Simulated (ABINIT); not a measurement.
# A GW chain in ABINIT: Te2Mo (P6_3/mmc), part 2 of 3

Wanted: ground state, empty states, screening and self-energy for Te2Mo (P6_3/mmc).

ABINIT 10.8.3; PBE and many-body steps on it, plane waves. Known limits of the many-body steps: not at the basis limit; screening head approximate; coarse k mesh.

So far. Step 2 (Ground state): The gap is indirect, with the least direct gap 0.16 eV higher.

## 3. Empty states on the mesh, 3×3×1 mesh, 296 bands

Level of this step: DFT, PBE with spin-orbit coupling, plane waves, norm-conserving pseudopotentials (ABINIT).

The sums over transitions need many empty states on a uniform mesh; this step solves for them.

Contents of run.abi:

```
acell 3*1.0 Angstrom
rprim 
  3.518200000003 -0.000000000001 0.000000000000
  -1.759100000001 3.046850575598 0.000000000000
  0.000000000000 0.000000000000 13.973600000000
ntypat 2
znucl 52 42
natom 6
typat 1 1 1 1 2 2
xred 
  0.333333333333 0.666666666667 0.621000000000
  0.666666666667 0.333333333333 0.121000000000
  0.333333333333 0.666666666667 0.879000000000
  0.666666666667 0.333333333333 0.379000000000
  0.333333333333 0.666666666667 0.250000000000
  0.666666666667 0.333333333333 0.750000000000
pp_dirpath "pseudos"
pseudos "Te.upf, Mo.upf"
ecut 39
nspinor 2
ngkpt 3 3 1
nshiftk 1
shiftk 0 0 0
kptopt 1
chksymbreak 0
iscf -2
irdden 1
istwfk *1
nband 296
nbdbuf 26
tolwfr 1e-09
nstep 60
prtvol 0
indata_prefix "in"
outdata_prefix "out"
tmpdata_prefix "tmp"
```

Run with:

```console
$ OMP_NUM_THREADS=1 mpirun -n 3 abinit run.abi > log
```

Numbers of over 12 decimals in the logs are rounded to 6 here.

The log of the run:

```text
.Version 10.8.3 of ABINIT. v10.8.2 released Aug 2026.

 Symmetries : space group P6_3/m m c (#194); Bravais hP (primitive hexag.)
[... echo of the input left out ...]
== DATASET  1 ==================================================================
-   mpi_nproc: 3, omp_nthreads: 1 (-1 if OMP is not activated)

--- !DatasetInfo
iteration_state: {dtset: 1, }
dimensions: {natom: 6, nkpt: 3, mband: 296, nsppol: 1, nspinor: 2, nspden: 1, mpw: 11799, }
cutoff_energies: {ecut:  39.0, pawecutdg:  -1.0, }
electrons: {nelect:   1.24000000E+02, charge:   0.00000000E+00, occopt:   1.00000000E+00, tsmear:   1.00000000E-02, }

 Real(R)+Recip(G) space primitive vectors, cartesian coordinates (Bohr,Bohr^-1):
 R(1)=  6.6484345  0.0000000  0.0000000  G(1)=  0.1504113  0.0868400  0.0000000
 R(2)= -3.3242172  5.7577131  0.0000000  G(2)=  0.0000000  0.1736801  0.0000000
 R(3)=  0.0000000  0.0000000 26.4062770  G(3)=  0.0000000  0.0000000  0.0378698
 Unit cell volume ucvol=  1.0108264E+03 bohr^3
 Angles (23,13,12)=  9.00000000E+01  9.00000000E+01  1.20000000E+02 degrees

 getcut: wavevector=  0.0000  0.0000  0.0000  ngfft=  40  40 150
         ecut(hartree)=     39.000   => boxcut(ratio)=   2.02063

--- Pseudopotential description ------------------------------------------------
- Te Generated using ONCVPSP code by D. R. Hamann
- 52.00000  24.00000  180506                  znucl, zion, pspdat
12 -101130 2 -1 1324                          pspcod,pspxc,lmax,lloc,mmax
     nproj     2     4     2     0
     spin-orbit psp
        nprojso     4     4     0
  pspatm : epsatm=   29.25368682
         --- l  ekb(1:nproj) -->
             0   -0.390379    9.116819
             1    3.247198   -0.734078    0.001154   -0.000653
             2   -3.345255   -0.978120
  spin-orbit 1    0.640020   -0.070179    0.052920   -0.003021
  spin-orbit 2    0.069297    0.023186   -0.000392   -0.000053
 pspatm: atomic psp has been read  and splines computed

- Mo Generated using ONCVPSP code by D. R. Hamann
- 42.00000  14.00000  171115                  znucl, zion, pspdat
12 -101130 2 -1 1640                          pspcod,pspxc,lmax,lloc,mmax
     nproj     2     3     3     0
     spin-orbit psp
        nprojso     4     3     0
  pspatm : epsatm=   15.96843678
         --- l  ekb(1:nproj) -->
             0    1.348928   13.831236
             1    8.003512    1.134258    0.001091
             2    2.783951    0.972883    0.000593
  spin-orbit 1    0.257035   -0.239939    0.020648   -0.000319
  spin-orbit 2    0.129060    0.015016   -0.010908
 pspatm: atomic psp has been read  and splines computed

--------------------------------------------------------------------------------

================================================================================
 prteigrs : about to open file out_EIG
 Non-SCF case, kpt    1 (  0.00000  0.00000  0.00000), residuals and eigenvalues=
  4.62E-10  5.40E-10  5.03E-10  5.70E-10  5.54E-10  5.77E-10  5.17E-10  5.64E-10
  6.86E-10  8.14E-10  2.21E-10  8.40E-10  1.94E-10  6.99E-10  7.59E-10  9.45E-10
  1.61E-10  2.10E-10  1.56E-10  1.72E-10  2.13E-10  9.59E-10  1.74E-10  2.06E-10
[...]
-5.4888E+00 -5.4888E+00 -5.4888E+00 -5.4888E+00 -5.4888E+00 -5.4888E+00
 -5.4888E+00 -5.4888E+00 -3.9014E+00 -3.9014E+00 -3.9014E+00 -3.9014E+00
 -3.9014E+00 -3.9014E+00 -3.9014E+00 -3.9014E+00 -3.5453E+00 -3.5453E+00
[...]
1.5282E+00  1.5282E+00  1.5634E+00  1.5634E+00  1.5638E+00  1.5638E+00
  1.5662E+00  1.5662E+00  1.6184E+00  1.6198E+00  1.6201E+00  1.6211E+00
  1.6289E+00  1.6301E+00
 prteigrs : prtvol=0 or 1, do not print more k-points.

--- !ResultsGS
iteration_state: {dtset: 1, }
comment   : Summary of ground state results
lattice_vectors:
- [  6.6484345,  -0.0000000,   0.0000000, ]
- [ -3.3242172,   5.7577131,   0.0000000, ]
- [  0.0000000,   0.0000000,  26.4062770, ]
lattice_lengths: [   6.64843,    6.64843,   26.40628, ]
lattice_angles: [ 90.000,  90.000, 120.000, ] # degrees, (23, 13, 12)
lattice_volume:   1.0108264E+03
convergence: {deltae:  0.000E+00, res2:  0.000E+00, residm:  9.987E-10, diffor:  0.000E+00, }
etotal    :  -1.26500635E+03
entropy   :   0.00000000E+00
fermie    :   3.65127582E-01
cartesian_stress_tensor: null
pressure_GPa: null
xred      :
- [  3.3333E-01,   6.6667E-01,   6.2100E-01, Te]
- [  6.6667E-01,   3.3333E-01,   1.2100E-01, Te]
- [  3.3333E-01,   6.6667E-01,   8.7900E-01, Te]
- [  6.6667E-01,   3.3333E-01,   3.7900E-01, Te]
- [  3.3333E-01,   6.6667E-01,   2.5000E-01, Mo]
- [  6.6667E-01,   3.3333E-01,   7.5000E-01, Mo]
cartesian_forces: null
force_length_stats: {min: null, max: null, mean: null, }

 Integrated electronic density in atomic spheres:
 ------------------------------------------------
 Atom  Sphere_radius  Integrated_density
[...]
================================================================================

 ----iterations are completed or convergence reached----

 Mean square residual over all n,k,spin=   49.686E-11; max=  99.867E-11
 reduced coordinates (array xred) for    6 atoms
[...]
0.333333333333      0.666666666667      0.250000000000
       0.666666666667      0.333333333333      0.750000000000

 cartesian coordinates (angstrom) at end:
    1      3.3e-13     2.031234     8.677606
[...]
5      3.3e-13     2.031234     3.493400
    6      1.759100     1.015617    10.480200
 length scales=  1.889726125908  1.889726125908  1.889726125908 bohr
              =  1.000000000000  1.000000000000  1.000000000000 angstroms
 prteigrs : about to open file out_EIG
 Eigenvalues (hartree) for nkpt=   3  k points:
 kpt#   1, nband=296, wtk=  0.11111, kpt=  0.0000  0.0000  0.0000 (reduced coord)
[...]
1.52744    1.52744    1.52816    1.52816    1.56339    1.56340    1.56380    1.56381
   1.56621    1.56622    1.61838    1.61978    1.62011    1.62105    1.62889    1.63012
 prteigrs : prtvol=0 or 1, do not print more k-points.

== END DATASET(S) ==============================================================
================================================================================

 -outvars: echo values of variables after computation  --------
            nband         296
             nkpt           3
          spgroup         194
 [... the other variables as echoed above ...]

 Calculation completed.
```

Run time: 9.6 min. Hardware: 3 MPI ranks of Intel Xeon Platinum 8488C (Sapphire Rapids), shared host; peak memory 0.73 GiB.

Numbers from this step:

- gap: 0.9276 eV
- k of the valence top: 0, 0, 0
- k of the conduction bottom: 0.3333, 0.3333, 0
- least direct gap: 0.9725 eV
- k points computed: 3
- lowest point of the top converged band, above the valence top: 28.41 eV

On this mesh the gap is 0.928 eV. The earlier step found 0.808 eV, so this mesh misses an edge.

## 4. Screening, 3×3×1 mesh, 270 bands, screening to 98 eV

The RPA dielectric matrix is built and inverted for each q.

This step: RPA screening on PBE with spin-orbit coupling, plane waves, norm-conserving pseudopotentials.

run.abi: that of step 3 with these lines changed.

```diff
@@ -25,10 +25,11 @@
 chksymbreak 0
-iscf -2
-irdden 1
 istwfk *1
-nband 296
-nbdbuf 26
-tolwfr 1e-09
-nstep 60
-prtvol 0
+occopt 1
+irdwfk 1
+optdriver 3
+nband 270
+ecuteps 3.6
+inclvkb 0
+awtr 1
+symchi 1
 indata_prefix "in"
```

Run with:

```console
$ OMP_NUM_THREADS=1 mpirun -n 4 abinit run.abi > log
```

The log of the run:

```text
.Version 10.8.3 of ABINIT. v10.8.2 released Aug 2026.

 Symmetries : space group P6_3/m m c (#194); Bravais hP (primitive hexag.)
[... echo of the input left out ...]
== DATASET  1 ==================================================================
-   mpi_nproc: 4, omp_nthreads: 1 (-1 if OMP is not activated)

--- !DatasetInfo
iteration_state: {dtset: 1, }
dimensions: {natom: 6, nkpt: 3, mband: 270, nsppol: 1, nspinor: 2, nspden: 1, mpw: 11799, }
cutoff_energies: {ecut:  39.0, pawecutdg:  -1.0, }
electrons: {nelect:   1.24000000E+02, charge:   0.00000000E+00, occopt:   1.00000000E+00, tsmear:   1.00000000E-02, }

 SCREENING: Calculation of the susceptibility and dielectric matrices

 Based on a program developped by R.W. Godby, V. Olevano, G. Onida, and L. Reining.
 Incorporated in ABINIT by V. Olevano, G.-M. Rignanese, and M. Torrent.
.Using double precision arithmetic ; gwpc =  8

[... cell and pseudopotentials left out ...]
--------------------------------------------------------------------------------

 ==== K-mesh for the wavefunctions ====
 Number of points in the irreducible wedge :     3
[... list of points left out ...]
 Together with 24 symmetry operations and time-reversal symmetry
 yields     9 points in the full Brillouin Zone.

 ==== Q-mesh for the screening function ====
 Number of points in the irreducible wedge :     3
[... list of points left out ...]
 Together with 24 symmetry operations and time-reversal symmetry
 yields     9 points in the full Brillouin Zone.

 setmesh: FFT mesh size selected  =    24x   24x  100
          total number of points  =        57600

 vcoul_init : cutoff-mode = AUXILIARY_FUNCTION
 q-points for optical limit:   1
     1)      0.000010    0.000020    0.000030

- screening: taking advantage of time-reversal symmetry
- Maximum band index for partially occupied states nbvw = 124
- Remaining bands to be divided among processors   nbcw = 146
- Number of bands treated by each node ~36

 Number of electrons calculated from density =  124.0000; Expected =  124.0000
 average of density, n =  0.122672
 r_s =    1.2485
 omega_plasma =   33.7853 [eV]

 calculating chi0 at frequencies [eV] :
  1    0.000000E+00    0.000000E+00
  2    0.000000E+00    3.378533E+01

--------------------------------------------------------------------------------
  q-point number  1        q = ( 0.000000, 0.000000, 0.000000) [r.l.u.]
--------------------------------------------------------------------------------
[... chi0 elements left out ...]
 For q-point:  0.000010 0.000020 0.000030
  dielectric constant =  22.3926
  dielectric constant without local fields =  25.2178

  Average fulfillment of the sum rule on Im[epsilon] for q-point    1 :     38.76  [%]
[... wings left out ...]
  q-point number  2        q = ( 0.333333, 0.000000, 0.000000) [r.l.u.]
--------------------------------------------------------------------------------
[... chi0 elements left out ...]
  Average fulfillment of the sum rule on Im[epsilon] for q-point    2 :     35.31  [%]

 [... 1 further q-points ...]
```

It took 4 min on 4 MPI ranks; peak memory 4.4 GiB; 16 min of CPU time.

Numbers from this step:

* ε∞ with local fields, on this mesh, along the program's q direction: 22.39
* the same without local fields: 25.22
* plasma frequency: 33.79 eV
* plane waves in the screening matrix: 329

Local fields lower ε∞ by 11 %. On a Γ-centred mesh this coarse the value itself is usually too large, while a short band sum pulls it down.

(Continued in part 3 of 3.)

[Paths, hosts, dates, memory and timing lines, banners, echoed tables and standing remarks are left out of the program output.]

[Logs are printed without paths, hosts, clocks, repeated set-up lines and the standing remarks that a program may print on its own settings, such as how far it seeks lower states.]

[Runs of the session that timed out or met a known fault of the program may be left out.]

[Hosts, paths, dates, database ids (printed as entryN), source tags and the programs' standing remarks are cut or masked in the printed files.]

[G0W0 gaps are taken among the corrected bands and points alone; a level outside them can change the order at an edge.]

[Where Ansatz stands beside ABINIT at settings called matched, ABINIT's density can come from a denser mesh and the files from another edition; pairs whose starting gaps differed by over 0.03 eV were left out, so agreement reads better than it is.]
